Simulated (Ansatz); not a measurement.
# Decaying states in the gap of H3SeBr, part 2 of 4

Aim: relax a made-up compound, H3SeBr, and see how good a tunnel barrier it would be. It is built by putting Se for O in the H3BrO structure of space group Cm, with the volume rescaled by atomic radii. The parent structure comes from the Materials Project.

Ansatz 0.2.0; PBE DFT, plane waves, PAW files (the session's first sound run).

So far, gap on path (eV): step 3 (band edges) 4.11.

The structure was built from a prototype and need not be the compound's stable phase.

### Step 4. Decaying states in the gap, plane (001)

This step: PBE DFT, plane waves, PAW files; complex bands by layer matching along the plane's normal (Ansatz 0.2.0).

The same crystal is laid in a cell whose first two vectors span the (001) plane (indices of the standard conventional cell, whose axes can be ordered otherwise than in the bulk input). At fixed energy and wavevector in the plane the solver finds all kz, real and complex. A few wavevectors are listed, (0, 0), (-0.5, 0) and (0.5, 0) (two of them one point) in units of the plane's reciprocal vectors; the slowest state needn't be among them.

Input file input.yaml:

```yaml
crystal:
  lattice:
    - [5.0565015, 0.0, 0.0]
    - [2.080850936, 4.608499408, 0.0]
    - [2.08234628, 1.34454501, 4.432285909]
  atoms:
    - { symbol: H, position: [0.7158821572, 0.7158821572, 0.3057681164] }
    - { symbol: H, position: [0.3089750989, 0.7167000584, 0.7118028237] }
    - { symbol: H, position: [0.7167000584, 0.3089750989, 0.7118028237] }
    - { symbol: Br, position: [0.0087121009, 0.0087121009, 0.0033173451] }
    - { symbol: Se, position: [0.5083125846, 0.5083125846, 0.5047678911] }
kpoints:
  mp_grid: { grid: [6, 6, 6] }
scf:
  occupations: { method: fixed }
hamiltonian:
  xc: pbe
output:
  eigenvalues: true
  transmission:
    leads: [[0, 0]]
    kpoints: [[0.0, 0.0], [-0.5, 0.0], [0.5, 0.0]]
    e_range: [-1.0, 5.11]
    de: 0.15
```

Run with:

```bash
> ansatz run input.yaml --threads 2 --pin off --max-ram 4096MiB --backend cpu --events-out ev --progress --plain --runs-dir out
```

Numbers of over 12 decimals in the logs are rounded to 6 here.

What it wrote:

```text
[...]
Crystal: 5 atoms, lattice volume = 103.285 Å³
Basis set: ecut = 420 eV, 2045 PW (Γ)
Bands: 18, of which v1, the nominal top of the filled ones, is band 13 counted from 1 (12 counted from 0)
Symmetry: 2 space group operations
[...]
k-points: 68 of 216 (time reversal used)
[...]
SCF iter   1: F=—  HF=-8300.497033 eV  |F-HF|=—  |Δ(HF+E_count)|=         —  Δρ=2.81e-3  dr2=1.95e-2  ethr=1.77e-3  ⟨swp⟩=5.3  Hψ=5615  notcnv=0  defer=195
[...]
SCF iter   6: F=-8300.492544 eV  HF=-8300.492544 eV  |F-HF|=4.56e-8  |Δ(HF+E_count)|=   1.59e-6  Δρ=7.37e-6  dr2=2.96e-8  ethr=3.85e-10  ⟨swp⟩=9.5  Hψ=5286  notcnv=0
SCF 1 converged in 6 iterations: F = -8300.492544 eV  dr2 = 2.96e-8
[...]
transmission: 7 of 21 steps passed
transmission: 14 of 21 steps passed
transmission: 21 of 21 steps passed
SCF converged after 6 iterations
Free energy (F): -8300.492544 eV
[...]
Internal energy: -8300.492544 eV  (E = F + TS)
E sigma→0 (E₀):  -8300.492544 eV
Fermi energy:    0.191338 eV
[...]
--- Band table (eV; the first three rows and the last of 68) ---
  k-point 0: bands = [... 9 lower, -2.8460, -0.1515, -0.1493, -0.1343, 4.3010, 4.7247, 4.7306, 6.9788, ... 1 higher]
  k-point 1: bands = [... 9 lower, -2.8517, -0.3967, -0.3036, -0.2431, 4.8229, 5.0137, 5.0490, 7.0862, ... 1 higher]
  k-point 2: bands = [... 9 lower, -2.8668, -0.7885, -0.5783, -0.4678, 5.5369, 5.7481, 6.1199, 7.3569, ... 1 higher]
  k-point 67: bands = [... 9 lower, -2.9498, -0.9805, -0.8314, -0.8212, 6.2834, 6.2927, 7.1801, 7.8788, ... 1 higher]
--- Transmission ---
  basis      : 207 plane waves across, 7 finite elements along
  points     : 3, as listed
  energies   : 41 from -1.000000 to 5.000000 eV about the Fermi level, 0.150000 eV apart; the leads are filled to 2.054849 eV, and channels, transmission and decay are at 2.000000 eV
  crystal 0  : H3Se1Br1, at the sites [0, 0], period 4.4323 Å: whole cells are its period
    offset         : up to 0.0000 Å between an atom of the period and one for which it stands
    channels       : 0.000000e0 a spin
    conductance    : none, the energies end too early or step too widely for 300 K: set another output.transmission.e_range or a lower de, or, where they end at an eighth of basis.ecutwfc, a higher one
    slowest decay  : 0.3579 /Å at (0.0000, 0.0000)
```

Elapsed: 26 s, on 2 threads of Intel Xeon Platinum 8259CL at 2.50GHz (Skylake/Cascade Lake), shared host; peak memory 0.67 GiB; 50 s of CPU time.

This step gave:

```yaml
level_to_which_the_leads_are_filled: 2.055 eV from the Fermi level
decay_constant_at_the_filling_level_zone_centre: 0.3579 Å⁻¹
decay_constant_at_the_filling_level_slowest_listed_point: 0.3579 Å⁻¹
```

K parallel (0, 0); values up to 1.5 1/Å, a degenerate pair printed once or twice; energies at which all values exceed this have no row. Im kz of the slowest decaying states against energy, zero at the highest filled level on the SCF mesh:

```
energy (eV)  decay 1 (Å⁻¹)  decay 2 (Å⁻¹)  decay 3 (Å⁻¹)  decay 4 (Å⁻¹)
      -1.00          0.202          0.308          0.947           1.08
      -0.70          0.949           1.06           1.18              -
      -0.55          0.948           1.05           1.17              -
      -0.25          0.149          0.167          0.946           1.03
      -0.10          0.208          0.256          0.273          0.944
       0.05          0.251          0.311          0.340          0.941
       0.20          0.281          0.350          0.386          0.938
       0.50          0.323          0.402          0.447          0.930
       0.65          0.336          0.420          0.467          0.926
       0.95          0.355          0.446          0.496          0.915
       1.10          0.361          0.454          0.506          0.909
       1.40          0.366          0.465          0.518          0.897
       1.70          0.365          0.468          0.521          0.882
       1.85          0.362          0.467          0.520          0.874
       2.15          0.352          0.462          0.514          0.858
       2.30          0.345          0.457          0.508          0.849
       2.60          0.327          0.442          0.492          0.828
       2.90          0.303          0.422          0.470          0.803
       3.05          0.288          0.410          0.456          0.791
       3.35          0.251          0.379          0.422          0.765
       3.50          0.228          0.360          0.401          0.752
       3.80          0.167          0.314          0.350          0.725
       4.10         0.0296          0.249          0.279          0.696
       4.25          0.205          0.230          0.682          0.696
       4.55          0.651          0.663          0.665              -
       4.70          0.636          0.642          0.648              -
       5.00          0.595          0.604          0.613              -
```

K parallel (-0.5, 0); values up to 1.5 1/Å, a degenerate pair printed once or twice; energies at which all values exceed this have no row. Table of Im kz of the slowest decaying states by energy, zero at the highest filled level on the SCF mesh:

```
energy (eV)  decay 1 (Å⁻¹)  decay 2 (Å⁻¹)  decay 3 (Å⁻¹)  decay 4 (Å⁻¹)
      -1.00          0.139          0.268          0.972           1.33
      -0.55          0.938           1.29              -              -
      -0.10          0.141          0.207          0.902           1.25
       0.05          0.116          0.204          0.291          0.890
       0.35          0.284          0.388          0.864           1.21
       0.65          0.349          0.448          0.836           1.18
       1.10          0.410          0.502          0.792           1.14
       1.55          0.446          0.532          0.743           1.10
       2.00          0.447          0.482          0.548          0.686
       2.45          0.433          0.503          0.562          0.614
       2.90          0.408          0.506          0.550          0.976
       3.35          0.366          0.496          0.502          0.935
       3.65          0.324          0.461          0.485          0.907
       4.10          0.223          0.383          0.458          0.863
       4.55          0.151          0.365          0.416          0.819
       5.00          0.302          0.353          0.772           1.10
```

K parallel (0.5, 0); values up to 1.5 1/Å, a degenerate pair printed once or twice; energies at which all values exceed this have no row. Table of Im kz of the slowest decaying states by energy, zero at the highest filled level on the SCF mesh:

```
energy (eV)  decay 1 (Å⁻¹)  decay 2 (Å⁻¹)  decay 3 (Å⁻¹)  decay 4 (Å⁻¹)
      -1.00          0.139          0.268          0.972           1.33
      -0.70          0.950           1.30              -              -
      -0.40          0.926           1.27              -              -
      -0.10          0.141          0.207          0.902           1.25
       0.05          0.116          0.204          0.291          0.890
       0.20          0.235          0.347          0.877           1.22
       0.50          0.320          0.421          0.850           1.19
       0.80          0.373          0.469          0.822           1.17
       1.10          0.410          0.502          0.792           1.14
       1.40          0.436          0.524          0.760           1.11
       1.70          0.454          0.538          0.725           1.08
       2.00          0.447          0.482          0.548          0.686
       2.30          0.438          0.498          0.555          0.642
       2.60          0.426          0.506          0.576           1.00
       2.90          0.408          0.506          0.550          0.976
       3.20          0.382          0.501          0.519          0.949
       3.50          0.347          0.482          0.491          0.921
       3.80          0.298          0.438          0.478          0.892
       4.10          0.223          0.383          0.458          0.863
       4.40         0.0549          0.242          0.379          0.432
       4.70          0.347          0.398          0.803           1.13
       5.00          0.302          0.353          0.772           1.10
```

At the listed wavevectors the last open channel is at -0.10 eV and the next at +4.25 eV on the grid. At +2.00 eV, the grid energy nearest the filling level (the middle of the gap on the SCF mesh), the slowest state at the listed wavevectors decays with κ = 0.358 Å⁻¹, its amplitude falling by e over 2.8 Å. Through 1 nm of this crystal that state's transmission falls by exp(−2 × 0.358 Å⁻¹ × 10 Å) = 7.8e-4.

### Step 5. Decay over the two-dimensional zone

The listed points could miss the slowest state, so one energy near mid-gap is solved on a mesh of 8×8.

Changes to input.yaml since step 4:

```diff
@@ -19,6 +19,2 @@
   eigenvalues: true
-  transmission:
-    leads: [[0, 0]]
-    kpoints: [[0.0, 0.0], [-0.5, 0.0], [0.5, 0.0]]
-    e_range: [-1.0, 5.11]
-    de: 0.15
+  transmission: { leads: [[0, 0]], kmesh: [8, 8], e_range: [2.05, 2.06], de: 0.05 }
```

What it wrote:

```text
[...]
Crystal: 5 atoms, lattice volume = 103.285 Å³
Basis set: ecut = 420 eV, 2045 PW (Γ)
Bands: 18, of which v1, the nominal top of the filled ones, is band 13 counted from 1 (12 counted from 0)
Symmetry: 2 space group operations
[...]
k-points: 68 of 216 (time reversal used)
[...]
SCF iter   1: F=—  HF=-8300.497033 eV  |F-HF|=—  |Δ(HF+E_count)|=         —  Δρ=2.81e-3  dr2=1.95e-2  ethr=1.77e-3  ⟨swp⟩=5.3  Hψ=5615  notcnv=0  defer=195
[...]
SCF iter   6: F=-8300.492544 eV  HF=-8300.492544 eV  |F-HF|=4.56e-8  |Δ(HF+E_count)|=   1.59e-6  Δρ=7.37e-6  dr2=2.96e-8  ethr=3.85e-10  ⟨swp⟩=9.5  Hψ=5286  notcnv=0
SCF 1 converged in 6 iterations: F = -8300.492544 eV  dr2 = 2.96e-8
[...]
transmission: 21 of 147 steps passed
transmission: 42 of 147 steps passed
[...]
transmission: 147 of 147 steps passed
SCF converged after 6 iterations
Free energy (F): -8300.492544 eV
[...]
Internal energy: -8300.492544 eV  (E = F + TS)
E sigma→0 (E₀):  -8300.492544 eV
Fermi energy:    0.191338 eV
[...]
--- Band table (eV; the first three rows and the last of 68) ---
  k-point 0: bands = [... 9 lower, -2.8460, -0.1515, -0.1493, -0.1343, 4.3010, 4.7247, 4.7306, 6.9788, ... 1 higher]
  k-point 1: bands = [... 9 lower, -2.8517, -0.3967, -0.3036, -0.2431, 4.8229, 5.0137, 5.0490, 7.0862, ... 1 higher]
  k-point 2: bands = [... 9 lower, -2.8668, -0.7885, -0.5783, -0.4678, 5.5369, 5.7481, 6.1199, 7.3569, ... 1 higher]
  k-point 67: bands = [... 9 lower, -2.9498, -0.9805, -0.8314, -0.8212, 6.2834, 6.2927, 7.1801, 7.8788, ... 1 higher]
--- Transmission ---
  basis      : 207 plane waves across, 7 finite elements along
  points     : 21, standing for a mesh of 8 x 8
  energies   : 1 from 2.050000 to 2.050000 eV about the Fermi level; the leads are filled to 2.054849 eV, and channels, transmission and decay are at 2.050000 eV
  crystal 0  : H3Se1Br1, at the sites [0, 0], period 4.4323 Å: whole cells are its period
[...]
channels       : 0.000000e0 a spin
    conductance    : none, crystal 0 has no channel at the energies, or these end too early or step too widely for 300 K: set another output.transmission.e_range or a lower de, or, where they end at an eighth of basis.ecutwfc, a higher one
    slowest decay  : 0.3562 /Å at (0.0000, 0.0000)
```

Run time: 20 s. Hardware: 2 threads; peak memory 0.64 GiB.

This step gave:

```yaml
least_decay_constant_on_the_mesh: 0.3562 Å⁻¹
```

Slowest decay constant (1/Å; 0 where a channel is open) over k1 and k2. At 2.0500 eV from the Fermi level.

Values, 8 rows by 8 columns:
```
0.416 0.439 0.444 0.453 0.466 0.445 0.426 0.418
0.421 0.444 0.446 0.453 0.435 0.427 0.408 0.426
0.434 0.453 0.453 0.456 0.405 0.397 0.427 0.445
0.445 0.466 0.435 0.405 0.356 0.405 0.435 0.466
0.434 0.445 0.427 0.397 0.405 0.456 0.453 0.453
0.421 0.426 0.408 0.427 0.435 0.453 0.446 0.444
0.416 0.418 0.426 0.445 0.466 0.453 0.444 0.439
0.412 0.416 0.421 0.434 0.445 0.434 0.421 0.416
```
Columns: k1 (b1) from -0.5 to 0.375; rows upwards: k2 (b2) from -0.5 to 0.375.

The least value on the mesh is 0.356 Å⁻¹ at +2.05 eV. At that energy the listed points give about 0.356 Å⁻¹ by interpolation, so the mesh holds no clearly slower state.

(Continued in part 3 of 4.)

[Logs are printed without paths, hosts, clocks, repeated set-up lines and the standing remarks that a program may print on its own settings, such as how far it seeks lower states.]

[Hosts, paths, dates, database ids (printed as entryN), source tags and the programs' standing remarks are cut or masked in the printed files.]
